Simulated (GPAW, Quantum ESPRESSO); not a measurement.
# Rh L₃ ELNES/XANES of LiRh (P-6m2) from DFT

What does one-electron theory with a core hole give for the Rh L₃ edge of LiRh (P-6m2)?

Calculated with GPAW 26.7.0; X-ray absorption from dipole matrix elements to empty bands, plane-wave PAW LDA.

Report form: the programs' logs are mostly left out.

## (1) The starting structure

Symmetry: P-6m2, No. 187, hexagonal system. The conventional cell has a = 2.652 Å, b = 2.652 Å, c = 4.327 Å, α = 90.00°, β = 90.00°, γ = 120.00°. Rh has 6 Li at 2.65 Å and 6 Rh at 2.65 Å nearest. Li has 6 Rh at 2.65 Å and 6 Li at 2.65 Å nearest. Farther neighbours are not listed.

Structure file:

```cif
data_structure
_symmetry_space_group_name_H-M 'P-6m2'
_symmetry_Int_Tables_number 187
_cell_length_a 2.6523
_cell_length_b 2.6523
_cell_length_c 4.3266
_cell_angle_alpha 90.000
_cell_angle_beta 90.000
_cell_angle_gamma 120.000
_cell_volume 26.36
loop_
_atom_site_label
_atom_site_type_symbol
_atom_site_symmetry_multiplicity
_atom_site_Wyckoff_symbol
_atom_site_fract_x
_atom_site_fract_y
_atom_site_fract_z
_atom_site_occupancy
Rh1 Rh 1 e 0.66667 0.33333 0.00000 1
Li1 Li 1 b 0.00000 0.00000 0.50000 1
```

## (2) The field without a hole

A plain self-consistent run shows whether there is a gap, which decides the set-up of the core-hole run.

Input file scf.py:

```python
import numpy as np
from ase import Atoms
from ase.parallel import parprint, paropen
from gpaw import GPAW, PW, FermiDirac, Mixer, MixerDif, setup_paths
from gpaw.test import gen
setup_paths.insert(0, '.')
gen('Rh', name='nch2p', xcname='LDA', corehole=(2, 1, 0), write_xml=True)
from gpaw.mpi import world
world.barrier()

atoms = Atoms('RhLi',
    cell=[[2.65230046, 0, 0],
     [-1.32615023, 2.29695958, 0],
     [0, 0, 4.32660441]],
    scaled_positions=[[0.66666667, 0.33333333, 0],
     [0, 0, 0.5]],
    pbc=True)
atoms.calc = calc = GPAW(legacy_gpaw=True, mode=PW(500, force_complex_dtype=True), xc='LDA', setups={0: 'nch2p'},
    kpts={'size': (11, 11, 6), 'gamma': True}, occupations=FermiDirac(0.05),
    charge=0, mixer=Mixer(0.1, 5, 50), maxiter=150,
    convergence={'density': 0.0001, 'eigenstates': 1e-6}, txt='scf.txt')
energy = atoms.get_potential_energy() + calc.get_reference_energy()
ef = calc.get_fermi_level()
out = dict(energy=energy, fermi=ef, forces=atoms.get_forces().tolist())
parprint(f'all-electron energy {energy:.4f} eV, Fermi level {ef:.4f} eV')
ev = np.array([[calc.get_eigenvalues(k, s) for k in range(len(calc.get_ibz_k_points()))] for s in range(calc.get_number_of_spins())])
out['homo'], out['lumo'], out['counts'] = ev[ev < ef].max(), ev[ev > ef].min(), sorted(set((ev < ef).sum((0, 2)).tolist()))
out['filled'] = (ev[:, 0] < ef).sum(1).tolist()
import json
with paropen('out.json', 'w') as f:
    json.dump(out, f)
```

Launch:

```bash
$ OMP_NUM_THREADS=1 mpirun -n 4 gpaw python scf.py
```

It took 12 s on 4 MPI ranks of Arm Neoverse V1, shared host; peak memory 0.16 GiB.

The mesh shows no gap, so the system is treated as a metal and the core electron is put at the Fermi level (neutral cell).

## (3) Spectrum without a core hole, Rh atom 1

Without a hole the spectrum is the empty density of states of the right symmetry on the absorber, weighted by matrix elements. It needs only the small cell and serves as the baseline. The data set with a hole of occupation 0 only carries the core orbital.

The absorber has 6 Li at 2.65 Å and 6 Rh at 2.65 Å (anticuboctahedral, as in hcp, site symmetry -6m2).

Input file xas.py:

```python
import numpy as np
from ase import Atoms
from ase.parallel import parprint, paropen
from gpaw import GPAW, PW, FermiDirac, Mixer, MixerDif, setup_paths
from gpaw.test import gen
setup_paths.insert(0, '.')
gen('Rh', name='nch2p', xcname='LDA', corehole=(2, 1, 0), write_xml=True)
from gpaw.mpi import world
world.barrier()

atoms = Atoms('RhLi',
    cell=[[2.65230046, 0, 0],
     [-1.32615023, 2.29695958, 0],
     [0, 0, 4.32660441]],
    scaled_positions=[[0.66666667, 0.33333333, 0],
     [0, 0, 0.5]],
    pbc=True)
atoms.calc = calc = GPAW(legacy_gpaw=True, mode=PW(500, force_complex_dtype=True), xc='LDA', setups={0: 'nch2p'},
    kpts={'size': (15, 15, 8), 'gamma': True}, occupations=FermiDirac(0.1),
    charge=0, mixer=Mixer(0.1, 5, 50), maxiter=150,
    convergence={'density': 0.0001, 'eigenstates': 1e-6}, txt='scf.txt')
energy = atoms.get_potential_energy() + calc.get_reference_energy()
ef = calc.get_fermi_level()
out = dict(energy=energy, fermi=ef, forces=atoms.get_forces().tolist())
parprint(f'all-electron energy {energy:.4f} eV, Fermi level {ef:.4f} eV')
ev = np.array([[calc.get_eigenvalues(k, s) for k in range(len(calc.get_ibz_k_points()))] for s in range(calc.get_number_of_spins())])
out['homo'], out['lumo'], out['counts'] = ev[ev < ef].max(), ev[ev > ef].min(), sorted(set((ev < ef).sum((0, 2)).tolist()))
out['filled'] = (ev[:, 0] < ef).sum(1).tolist()

from ase.units import Ha
from gpaw.xas import dipole_matrix_elements
nb = int(calc.get_number_of_electrons() / 2) + 24
top = nb
nscf = calc.fixed_density(kpts={'size': (9, 9, 5), 'gamma': True},
    convergence={'eigenstates': 1.0}, txt='nscf.txt')
nscf.diagonalize_full_hamiltonian(nbands=nb)
cell = atoms.cell.array
ops = [cell.T @ U.T @ np.linalg.inv(cell.T) for U in nscf.wfs.kd.symmetry.op_scc]
E = np.arange(-25, 34, 0.1)
fwhm = np.interp(E, [4, 25], [2.13, 3.5])
Y, X, zero, highest = 0, 0, 1e9, 1e9
for spin in range(nscf.get_number_of_spins()):
    wfs = nscf.wfs
    mine = wfs.bd.get_slice()  # this rank's bands
    A = dipole_matrix_elements(wfs.setups[0])
    eps = np.zeros((wfs.kd.nibzkpts, nb))
    d = np.zeros((3, A.shape[1], wfs.kd.nibzkpts, nb), complex)
    for kpt in wfs.kpt_u:
        if kpt.s == spin and 0 in kpt.P_ani:
            eps[kpt.k, mine] = kpt.eps_n * Ha
            d[:, :, kpt.k, mine] = (kpt.weight * wfs.nspins / 2) ** 0.5 * np.inner(A, kpt.P_ani[0])
    world.sum(eps)
    world.sum(d)
    T = np.einsum('amkn,bmkn->abkn', d, d.conj()).real
    T = sum(np.einsum('ai,ijkn,bj->abkn', R, T, R) for R in ops) / len(ops)
    empty = eps > ef
    zero, highest = min(zero, eps[empty].min()), min(highest, eps[:, top - 1].min())
    lines = [(eps, T, empty)] if spin == 0 else lines + [(eps, T, empty)]
for eps, T, empty in lines:
    f = np.einsum('aakn->akn', T).reshape(3, -1)
    x = eps.ravel() - zero
    w = np.interp(x, E, fwhm) / 2.35482
    g = np.exp(-0.5 * ((E[:, None] - x) / w) ** 2) / (w * (2 * np.pi) ** 0.5)
    Y = Y + (f * empty.ravel()) @ g.T
    X = X + (f * ~empty.ravel()) @ g.T
out.update(E=E.round(2).tolist(), xas=Y.tolist(), xes=X.tolist(), zero=zero, valid=highest - zero, nk=len(eps), nb=nb)
for i in range(0, len(E), 10):
    parprint(f'{E[i]:7.2f}', *(f'{v:10.3e}' for v in Y[:, i]))
import json
with paropen('out.json', 'w') as f:
    json.dump(out, f)
```

Launch:

```bash
$ OMP_NUM_THREADS=1 mpirun -n 4 gpaw python xas.py
```

The job ended after 36 s (4 MPI ranks; peak memory 0.24 GiB; 2.4 min of CPU time).

The Rh L₃ spectrum, Rh atom 1, no core hole (energy from the lowest empty level; intensity scaled to a mean of 1 over the first 20 eV; polarised curves are means over the symmetry-equivalent atoms):

```
E (eV)  isotropic  ε ⊥ c  ε ∥ c
  -2.0       0.08   0.09   0.05
  -1.5       0.27   0.32   0.16
  -1.0       0.67   0.81   0.41
  -0.5       1.31   1.57   0.78
   0.0       1.96   2.37   1.16
   0.5       2.36   2.85   1.39
   1.0       2.43   2.92   1.46
   1.5       2.27   2.70   1.41
   2.0       2.01   2.36   1.32
   2.5       1.71   1.96   1.21
   3.0       1.41   1.56   1.10
   3.5       1.14   1.22   0.99
   4.0       0.94   0.96   0.89
   4.5       0.80   0.80   0.80
   5.0       0.70   0.69   0.73
   5.5       0.62   0.60   0.67
   6.0       0.56   0.53   0.62
   6.5       0.56   0.52   0.63
   7.0       0.62   0.58   0.71
   7.5       0.74   0.69   0.84
   8.0       0.85   0.79   0.98
   8.5       0.92   0.83   1.08
   9.0       0.92   0.83   1.12
   9.5       0.88   0.78   1.08
  10.0       0.82   0.72   1.00
  10.5       0.78   0.70   0.93
  11.0       0.79   0.73   0.90
  11.5       0.85   0.82   0.93
  12.0       0.94   0.91   0.99
  12.5       1.01   0.98   1.06
  13.0       1.03   1.01   1.09
  13.5       1.01   0.98   1.07
  14.0       0.95   0.92   1.01
  14.5       0.89   0.87   0.93
  15.0       0.84   0.83   0.85
  15.5       0.80   0.81   0.78
  16.0       0.77   0.80   0.72
  16.5       0.75   0.79   0.65
  17.0       0.72   0.79   0.59
  17.5       0.70   0.79   0.53
  18.0       0.69   0.79   0.48
  18.5       0.68   0.79   0.45
  19.0       0.66   0.77   0.45
  19.5       0.64   0.74   0.46
  20.0       0.63   0.70   0.48
  20.5       0.61   0.66   0.52
  21.0       0.61   0.63   0.56
  21.5       0.60   0.61   0.59
  22.0       0.60   0.60   0.61
  22.5       0.61   0.60   0.61
  23.0       0.61   0.61   0.61
  23.5       0.61   0.61   0.60
  24.0       0.61   0.62   0.60
  24.5       0.62   0.62   0.61
  25.0       0.63   0.63   0.63
  25.5       0.64   0.64   0.66
  26.0       0.66   0.64   0.69
  26.5       0.67   0.65   0.70
  27.0       0.68   0.66   0.71
  27.5       0.68   0.66   0.72
  28.0       0.68   0.66   0.71
  28.5       0.68   0.66   0.70
  29.0       0.68   0.66   0.70
  29.5       0.68   0.67   0.70
  30.0       0.69   0.68   0.71
  30.5       0.71   0.70   0.73
  31.0       0.73   0.72   0.76
  31.5       0.76   0.75   0.78
  32.0       0.79   0.78   0.81
```

Main maxima below 30 eV (height): 0.8 eV (2.45), 8.8 eV (0.93) and 13.0 eV (1.03). At an L edge the dipole rule selects empty d (and weakly s) states on the absorber, and the strong line at the onset measures the empty part of its d band.

The same matrix elements for filled bands give the Rh L₃ emission of Rh atom 1 (ground-state approximation; energy from the lowest empty level, largest value 1):

```
E (eV)  emission
-24.00      0.00
-23.25      0.00
-22.50      0.00
-21.75      0.00
-21.00      0.00
-20.25      0.00
-19.50      0.00
-18.75      0.00
-18.00      0.00
-17.25      0.00
-16.50      0.00
-15.75      0.00
-15.00      0.00
-14.25      0.00
-13.50      0.00
-12.75      0.00
-12.00      0.00
-11.25      0.00
-10.50      0.00
 -9.75      0.00
 -9.00      0.00
 -8.25      0.00
 -7.50      0.00
 -6.75      0.01
 -6.00      0.05
 -5.25      0.16
 -4.50      0.37
 -3.75      0.61
 -3.00      0.82
 -2.25      0.95
 -1.50      1.00
 -0.75      0.88
  0.00      0.55
  0.75      0.22
  1.50      0.05
  2.25      0.01
  3.00      0.00
```

Emission maxima: -1.6 eV (1.00).

## (4) Supercell without a hole, the energy reference

The photon energy needs a difference of total energies, so the cell and mesh of the coming hole run are first run without a hole.

scf.py: that of step 2 with these lines changed.

```diff
@@ -10,11 +10,25 @@
 
-atoms = Atoms('RhLi',
-    cell=[[2.65230046, 0, 0],
-     [-1.32615023, 2.29695958, 0],
-     [0, 0, 4.32660441]],
-    scaled_positions=[[0.66666667, 0.33333333, 0],
-     [0, 0, 0.5]],
+atoms = Atoms('Rh8Li8',
+    cell=[[-3.97845069, 2.29695958, 4.32660441],
+     [3.97845069, -2.29695958, 4.32660441],
+     [2.65230046, 4.59391915, -4.32660441]],
+    scaled_positions=[[0.04166667, 0.20833333, 0.25],
+     [0.54166667, 0.70833333, 0.25],
+     [0.91666667, 0.58333333, 0.5],
+     [0.41666667, 0.08333333, 0.5],
+     [0.29166667, 0.45833333, 0.75],
+     [0.79166667, 0.95833333, 0.75],
+     [0.66666667, 0.33333333, 0],
+     [0.16666667, 0.83333333, 0],
+     [0.25, 0.25, 0],
+     [0.75, 0.75, 0],
+     [0.125, 0.625, 0.25],
+     [0.625, 0.125, 0.25],
+     [0.5, 0.5, 0.5],
+     [0, 0, 0.5],
+     [0.875, 0.375, 0.75],
+     [0.375, 0.875, 0.75]],
     pbc=True)
 atoms.calc = calc = GPAW(legacy_gpaw=True, mode=PW(500, force_complex_dtype=True), xc='LDA', setups={0: 'nch2p'},
-    kpts={'size': (11, 11, 6), 'gamma': True}, occupations=FermiDirac(0.05),
+    kpts={'size': (3, 3, 3), 'gamma': True}, occupations=FermiDirac(0.1),
     charge=0, mixer=Mixer(0.1, 5, 50), maxiter=150,
```

Launch:

```bash
$ OMP_NUM_THREADS=1 mpirun -n 4 gpaw python scf.py
```

It took 53 s on 4 MPI ranks; peak memory 0.28 GiB; 3.5 min of CPU time.

Reference energy: -1041758.735 eV with the cores included.

## (5) Spectrum with XCH, Rh atom 1

The holes are 6.3 Å apart. In GPAW the data set carries the hole's charge, so charge=0 means a charged cell and charge=-1 a neutral one. The excited electron is kept in the cell, where it fills the lowest empty states and screens the hole. After the field has converged, empty bands are computed with the density fixed and the dipole matrix elements are summed.

xas.py: that of step 3 with these lines changed.

```diff
@@ -6,3 +6,3 @@
 setup_paths.insert(0, '.')
-gen('Rh', name='nch2p', xcname='LDA', corehole=(2, 1, 0), write_xml=True)
+gen('Rh', name='fch2p', xcname='LDA', corehole=(2, 1, 1), write_xml=True)
 from gpaw.mpi import world
@@ -10,12 +10,26 @@
 
-atoms = Atoms('RhLi',
-    cell=[[2.65230046, 0, 0],
-     [-1.32615023, 2.29695958, 0],
-     [0, 0, 4.32660441]],
-    scaled_positions=[[0.66666667, 0.33333333, 0],
-     [0, 0, 0.5]],
+atoms = Atoms('Rh8Li8',
+    cell=[[-3.97845069, 2.29695958, 4.32660441],
+     [3.97845069, -2.29695958, 4.32660441],
+     [2.65230046, 4.59391915, -4.32660441]],
+    scaled_positions=[[0.04166667, 0.20833333, 0.25],
+     [0.54166667, 0.70833333, 0.25],
+     [0.91666667, 0.58333333, 0.5],
+     [0.41666667, 0.08333333, 0.5],
+     [0.29166667, 0.45833333, 0.75],
+     [0.79166667, 0.95833333, 0.75],
+     [0.66666667, 0.33333333, 0],
+     [0.16666667, 0.83333333, 0],
+     [0.25, 0.25, 0],
+     [0.75, 0.75, 0],
+     [0.125, 0.625, 0.25],
+     [0.625, 0.125, 0.25],
+     [0.5, 0.5, 0.5],
+     [0, 0, 0.5],
+     [0.875, 0.375, 0.75],
+     [0.375, 0.875, 0.75]],
     pbc=True)
-atoms.calc = calc = GPAW(legacy_gpaw=True, mode=PW(500, force_complex_dtype=True), xc='LDA', setups={0: 'nch2p'},
-    kpts={'size': (15, 15, 8), 'gamma': True}, occupations=FermiDirac(0.1),
-    charge=0, mixer=Mixer(0.1, 5, 50), maxiter=150,
+atoms.calc = calc = GPAW(legacy_gpaw=True, mode=PW(500, force_complex_dtype=True), xc='LDA', setups={0: 'fch2p'},
+    kpts={'size': (3, 3, 3), 'gamma': True}, occupations=FermiDirac(0.1),
+    charge=-1, mixer=Mixer(0.1, 5, 50), maxiter=150,
     convergence={'density': 0.0001, 'eigenstates': 1e-6}, txt='scf.txt')
@@ -31,10 +45,9 @@
 from gpaw.xas import dipole_matrix_elements
-nb = int(calc.get_number_of_electrons() / 2) + 24
-top = nb
-nscf = calc.fixed_density(kpts={'size': (9, 9, 5), 'gamma': True},
-    convergence={'eigenstates': 1.0}, txt='nscf.txt')
-nscf.diagonalize_full_hamiltonian(nbands=nb)
+nb = int(calc.get_number_of_electrons() / 2) + 168
+top, nb = nb, nb + 8 + nb // 12
+nscf = calc.fixed_density(kpts={'size': (4, 4, 4), 'gamma': True}, nbands=nb,
+    convergence={'bands': top, 'eigenstates': 5e-3}, maxiter=60, txt='nscf.txt')
 cell = atoms.cell.array
 ops = [cell.T @ U.T @ np.linalg.inv(cell.T) for U in nscf.wfs.kd.symmetry.op_scc]
-E = np.arange(-25, 34, 0.1)
+E = np.arange(-6, 34, 0.1)
 fwhm = np.interp(E, [4, 25], [2.13, 3.5])
```

Launch:

```bash
$ OMP_NUM_THREADS=1 mpirun -n 4 gpaw python xas.py
```

Wall time 4.1 min (4 MPI ranks); peak memory 0.58 GiB.

The Rh L₃ spectrum, Rh atom 1, excited-electron core hole (neutral cell) (energy from the lowest empty level; intensity scaled to a mean of 1 over the first 20 eV; polarised curves are means over the symmetry-equivalent atoms):

```
E (eV)  isotropic  ε ⊥ c  ε ∥ c
 -2.00       0.04   0.05   0.02
 -1.25       0.23   0.29   0.13
 -0.50       0.75   0.93   0.39
  0.25       1.41   1.75   0.72
  1.00       1.74   2.13   0.95
  1.75       1.65   1.94   1.07
  2.50       1.39   1.55   1.08
  3.25       1.11   1.17   0.99
  4.00       0.89   0.89   0.87
  4.75       0.75   0.72   0.81
  5.50       0.64   0.59   0.73
  6.25       0.59   0.54   0.68
  7.00       0.72   0.67   0.83
  7.75       0.94   0.87   1.10
  8.50       1.05   0.94   1.26
  9.25       1.01   0.89   1.23
 10.00       0.92   0.83   1.11
 10.75       0.91   0.85   1.04
 11.50       1.03   0.99   1.10
 12.25       1.17   1.14   1.22
 13.00       1.20   1.17   1.25
 13.75       1.11   1.09   1.16
 14.50       1.00   0.99   1.02
 15.25       0.92   0.94   0.89
 16.00       0.87   0.92   0.78
 16.75       0.84   0.93   0.68
 17.50       0.82   0.94   0.59
 18.25       0.80   0.93   0.54
 19.00       0.78   0.90   0.53
 19.75       0.75   0.84   0.57
 20.50       0.73   0.77   0.64
 21.25       0.72   0.73   0.70
 22.00       0.72   0.71   0.74
 22.75       0.73   0.72   0.75
 23.50       0.74   0.74   0.75
 24.25       0.75   0.75   0.76
 25.00       0.77   0.77   0.79
 25.75       0.80   0.78   0.84
 26.50       0.82   0.79   0.87
 27.25       0.83   0.80   0.88
 28.00       0.83   0.81   0.87
 28.75       0.83   0.82   0.86
 29.50       0.84   0.83   0.86
 30.25       0.86   0.85   0.88
 31.00       0.88   0.87   0.91
 31.75       0.92   0.90   0.94
```

Main maxima below 30 eV (height): 1.2 eV (1.75), 8.6 eV (1.05) and 12.8 eV (1.20). 

## (6) With and without the hole

Both curves are counted from their own zero, so only the shift of weight within the empty states shows.

```
E (eV)  no hole   XCH
  -2.0     0.08  0.04
  -1.0     0.67  0.37
   0.0     1.96  1.21
   1.0     2.43  1.74
   2.0     2.01  1.58
   3.0     1.41  1.20
   4.0     0.94  0.89
   5.0     0.70  0.71
   6.0     0.56  0.59
   7.0     0.62  0.72
   8.0     0.85  1.00
   9.0     0.92  1.03
  10.0     0.82  0.92
  11.0     0.79  0.94
  12.0     0.94  1.13
  13.0     1.03  1.20
  14.0     0.95  1.07
  15.0     0.84  0.94
  16.0     0.77  0.87
  17.0     0.72  0.84
  18.0     0.69  0.81
  19.0     0.66  0.78
  20.0     0.63  0.74
  21.0     0.61  0.72
  22.0     0.60  0.72
  23.0     0.61  0.73
  24.0     0.61  0.75
  25.0     0.63  0.77
  26.0     0.66  0.81
  27.0     0.68  0.83
  28.0     0.68  0.83
  29.0     0.68  0.83
  30.0     0.69  0.85
  31.0     0.73  0.88
  32.0     0.79  0.93
```

With each curve scaled to its own mean, the area from −2 to 6 eV with the hole is 8.0 against 10.5, and the centre of weight from −1 to 20 eV moves by +1.2 eV (first and strongest maxima below 20 eV: 0.8 eV (2.45), 8.8 eV (0.93) and 13.0 eV (1.03) without the hole, 1.2 eV (1.75), 8.6 eV (1.05) and 12.8 eV (1.20) with it): the near-edge weight falls against the higher-lying part.

## (7) Runs not followed above

These runs aren't followed: redraws of a spectrum that repeat one shown, runs with a planted fault or a state judged unsound, or a program's part that gave no sound spectrum.

| program | step | status | elapsed |
| --- | --- | --- | --- |
| Quantum ESPRESSO | ground state | converged | 17 s |
| Quantum ESPRESSO | no core hole | converged | 3.1 min |
| Quantum ESPRESSO | no core hole, redrawn | converged | 48 s |
| Quantum ESPRESSO | supercell ground state | timeout | 11 min |
| Quantum ESPRESSO | core-hole potential | converged | 0.84 s |
| Quantum ESPRESSO | supercell with XCH | timeout | 13 min |
| Quantum ESPRESSO | supercell with XCH | timeout | 7.8 min |

## (8) Results

```yaml
absorber_and_edge: Rh L₃, atom 1 of the ground-state input (counted from 1)
surroundings: 6 Li at 2.65 Å and 6 Rh at 2.65 Å (anticuboctahedral, as in hcp, site symmetry -6m2)
highest_intensity_below_24_ev: 1.2 eV above the zero, height 1.75
```

The Rh L₃ edge of atom 1, with 6 Li at 2.65 Å and 6 Rh at 2.65 Å (anticuboctahedral, as in hcp, site symmetry -6m2), has its highest intensity of the first 24 eV at 1.2 eV above the zero, 1.7 times the mean level of the first 20 eV (Gaussian full width 2.13 eV up to 4 eV, rising linearly to 3.5 eV at 25 eV). With each curve scaled to its own mean, the area from −2 to 6 eV with the hole is 8.0 against 10.5, and the centre of weight from −1 to 20 eV moves by +1.2 eV (first and strongest maxima below 20 eV: 0.8 eV (2.45), 8.8 eV (0.93) and 13.0 eV (1.03) without the hole, 1.2 eV (1.75), 8.6 eV (1.05) and 12.8 eV (1.20) with it): the near-edge weight falls against the higher-lying part. At the Rh L₃ edge of atom 1 polarisation matters most near 0.8 eV, where the curves differ by 1.2 on this scale. The same cell was also set up in Quantum ESPRESSO; that part failed, was judged unsound or used a data set known to give false states; its runs are listed without their results. 1 further run of this session is left out of this account as redundant. Only the L₃ part is meant: spin–orbit coupling of the core level isn't computed and the L₂ copy isn't added. The script folds with a Gaussian, whereas the core hole's own line is a Lorentzian, so the onset is too steep and the first peak too high. The holes are only 6.3 Å apart, so the shape is probably not converged with cell size; no larger cell was run here. The structure is a computed Materials Project entry and may be a hypothetical form.

[Logs are printed without paths, hosts, clocks, repeated set-up lines and the standing remarks that a program may print on its own settings, such as how far it seeks lower states.]

[Hosts, paths, dates, database ids (printed as entryN), source tags and the programs' standing remarks are cut or masked in the printed files.]

[Lists of maxima count a maximum above −3 eV only where it reaches 4 % of the highest in the window and stands out from its surroundings by 2 % of it (1.5 % where it reaches 55 %); shoulders and weaker maxima are passed over, and of the rest the first, up to two pre-edge ones and the few strongest are named.]
